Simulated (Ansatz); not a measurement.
# A failed many-body run on Ga2O3 (R-3c)

A first try at the G0W0 gap of Ga2O3 (R-3c), what the program said, and an input that works.

Calculated with Ansatz 0.2.0; G0W0 on PBE, plane waves, PAW.

### 1. Starting point

Symmetry: R-3c, No. 167, trigonal system. The conventional cell has a = 4.997 Å, b = 4.997 Å, c = 13.451 Å, α = 90.00°, β = 90.00°, γ = 120.00°. Ga has 6 O at 1.93 to 2.08 Å nearest. Nearest to O lie 4 Ga at 1.93 to 2.08 Å. Farther neighbours and most contacts between anions are not listed.

The cell and positions are those that the Materials Project relaxed with its own functionals (PBE, PBE+U or r2SCAN), kept fixed. This is not the form that Ga2O3 usually takes at ambient conditions. The default PAW set here is soft_2. Its files were made with PBE.

### 2. First try

input.yaml

```yaml
crystal:
  lattice:
    - [2.4986991939, 1.4426246522, 4.4835497685]
    - [-2.4986991939, 1.4426246522, 4.4835497685]
    - [0.0, -2.8852493044, 4.4835497685]
  atoms:
    - { symbol: Ga, position: [0.85558558, 0.85558558, 0.85558558] }
    - { symbol: Ga, position: [0.64441442, 0.64441442, 0.64441442] }
    - { symbol: Ga, position: [0.14441442, 0.14441442, 0.14441442] }
    - { symbol: Ga, position: [0.35558558, 0.35558558, 0.35558558] }
    - { symbol: O, position: [0.75, 0.44683282, 0.05316718] }
    - { symbol: O, position: [0.44683282, 0.05316718, 0.75] }
    - { symbol: O, position: [0.05316718, 0.75, 0.44683282] }
    - { symbol: O, position: [0.25, 0.55316718, 0.94683282] }
    - { symbol: O, position: [0.94683282, 0.25, 0.55316718] }
    - { symbol: O, position: [0.55316718, 0.94683282, 0.25] }
kpoints:
  mp_grid: { grid: [4, 4, 4] }
hamiltonian:
  xc: pbe
scf:
  occupations: { method: fixed }
gw:
  n_empty_bands: 102
  ecut_chi: 60
  qp_bands: [v3, c3]
  qp_kpoints: band_edges
  screening: { model: contour_deformation }
  nbands: 200
```

Command:

```
ansatz run input.yaml --threads 3 --pin off --max-ram 92160MiB --backend cuda --events-out ev --progress --plain --runs-dir out --devices 1 --max-vram 13GiB  # rebuilt from the run's record
```

Numbers of over 12 decimals in the logs are rounded to 6 here.

The program printed:

```text
Error: YAML parse error: error: line 29 column 3: unknown field `nbands`, expected one of n_empty_bands, n_guard_bands, ecut_chi, ecutfock_ratio, q_mesh, qp_bands, qp_kpoints, plasmon_pole_fit_frequency, screening, pair_densities, static_remainder, bse
  --> <input>:29:3
   |
27 |   qp_kpoints: band_edges
28 |   screening: { model: contour_deformation }
29 |   nbands: 200
   |   ^ unknown field `nbands`, expected one of n_empty_bands, n_guard_bands, ecut_chi, ecutfock_ratio, q_mesh, qp_bands, qp_kpoints, plasmon_pole_fit_frequency, screening, pair_densities, static_remainder, bse
```

Elapsed: 0.04 s, on 3 threads of AMD EPYC 7R13 (Zen 3), shared host; peak memory 0.027 GiB.

**Diagnosis.**

The program refused the input before any cycle.

The program's message: “Error: YAML parse error: error: line 29 column 3: unknown field `nbands`, expected one of n_empty_bands, n_guard_bands, ecut_chi, ecutfock_ratio, q_mesh, qp_bands, qp_kpoints, plasmon_pole_fit_frequen …”

The fault: a keyword of another program. The key belongs to another code's input; here the screening cutoff is gw.ecut_chi and the count of bands gw.n_empty_bands.

### 3. A better input

Now the one-shot GW correction: screening in the RPA, then the self-energy of the levels asked for.

input.yaml, as its differences from that of step 2:

```diff
@@ -23,4 +23,4 @@
 gw:
-  n_empty_bands: 102
-  ecut_chi: 60
+  n_empty_bands: 73
+  ecut_chi: 48
   qp_bands: [v3, c3]
@@ -28,2 +28 @@
   screening: { model: contour_deformation }
-  nbands: 200
```

The program printed:

```text
GPUs: using 1 of 1 available (devices: 1).
[...]
device memory: the entry about to start is reckoned to put 2.3 GiB on a device that reports 46.9 GiB free (of which the cap on the GPU budget leaves the run 13.0 GiB)
GPU FFT provider: cuFFT
GPU libraries: cuBLAS 13.8.2, cuFFT 12.4.0, cuSOLVER 12.3.4
Crystal: 10 atoms, lattice volume = 96.971 Å³
Basis set: ecut = 420 eV, 1899 PW (Γ)
Bands: 54, of which v1, the nominal top of the filled ones, is band 44 counted from 1 (43 counted from 0)
Symmetry: 12 space group operations
[...]
k-points: 13 of 64
[...]
GPU buffer pool allocated for 46656 grid points (all kernels)
GPU transforms: local potential and band sums: pruned to the plane-wave sphere, on 36×36×36
[...]
SCF iter   1: F=—  HF=-18539.724869 eV  |F-HF|=—  |Δ(HF+E_count)|=         —  Δρ=1.02e-3  dr2=2.21e-4  ethr=1.77e-3  ⟨swp⟩=4.9  Hψ=2185  notcnv=0  defer=103
[...]
0    42      8.8345   -28.1429     4.9401   -22.6203  0.7815     8.2480     8.2520  root
     0    43      8.8974   -27.0408     4.9721   -21.6108  0.7784     8.4371     8.4395  root
     0    44      8.8974   -27.0408     4.9721   -21.6108  0.7784     8.4371     8.4395  root
     0    45     11.9367   -13.4239    -3.3153   -17.9528  0.8386    13.1604    13.1503  root
     0    46     15.8182   -13.0208    -3.7852   -18.8227  0.8195    17.8801    17.8349  root
     0    47     15.9706    -9.8982    -4.0171   -15.4035  0.8310    17.4808    17.4588  root
     1    42      8.5970   -26.6823     4.9093   -21.3077  0.7782     8.1290     8.1317  root
     1    43      8.9579   -27.2555     5.0213   -21.7332  0.7781     8.4539     8.4569  root
[...]
12    44      8.8499   -27.6093     4.9679   -22.1203  0.7797     8.3255     8.3288  root
    12    45     14.9936   -13.6976    -3.6035   -18.9515  0.8200    16.6713    16.6439  root
    12    46     14.9936   -13.6976    -3.6035   -18.9515  0.8200    16.6713    16.6439  root
    12    47     17.0054   -11.5408    -4.2065   -17.6870  0.8195    18.9916    18.9451  root
[key lines of the parts left out:]
SCF converged after 6 iterations
Free energy (F): -18539.725587 eV
Fermi energy:    9.108500 eV
```

The job ended after 16 s (1 × NVIDIA H100 80GB HBM3 (shared by 6 runs) with 3 threads; peak memory 1.1 GiB).

Numbers from this step:

- bands summed: 117
- RPA ε∞ on this mesh (eigenvalues): 4.184, 4.300, 4.300
- plane waves in the screening matrix: 65
- q-points in the mesh: 64
- G0W0 gap on the mesh: 4.543 eV
- k of the valence top: 0, 0, 0.25
- k of the conduction bottom: 0, 0, 0
- starting gap on the mesh: 2.828 eV
- Z at the valence top: 0.7790
- Z at the conduction bottom: 0.8386
- least direct G0W0 gap on the computed points: 4.711 eV

The gap on the mesh goes from 2.83 eV to 4.54 eV, a correction of +1.71 eV. Between the two edge states, bare exchange in place of the xc potential would open the gap by 10.06 eV, and correlation takes back 8.34 eV.

### 4. Outcome

```
first try  : refused after 0.04 s
better run : G0W0 gap on the mesh 4.54 eV (4×4×4 mesh, 73 empty bands, screening to 48 eV)
```

What this shows: The second run differs in: empty bands, screening cutoff (eV) and nbands. Bands and cutoff are finite, so the gap is not at the basis limit. The miss can reach some tenths of an eV and take either sign; the mesh is an error of its own. The many-body steps are scalar-relativistic: spin-orbit coupling is not in them.

[Paths, hosts, dates, memory and timing lines, banners, echoed tables and standing remarks are left out of the program output.]

[Logs are printed without paths, hosts, clocks, repeated set-up lines and the standing remarks that a program may print on its own settings, such as how far it seeks lower states.]

[Runs of the session that timed out or met a known fault of the program may be left out.]

[Cells called generated may have been cut or substituted from an entry of the Crystallography Open Database or the Materials Project.]

[Hosts, paths, dates, database ids (printed as entryN), source tags and the programs' standing remarks are cut or masked in the printed files.]
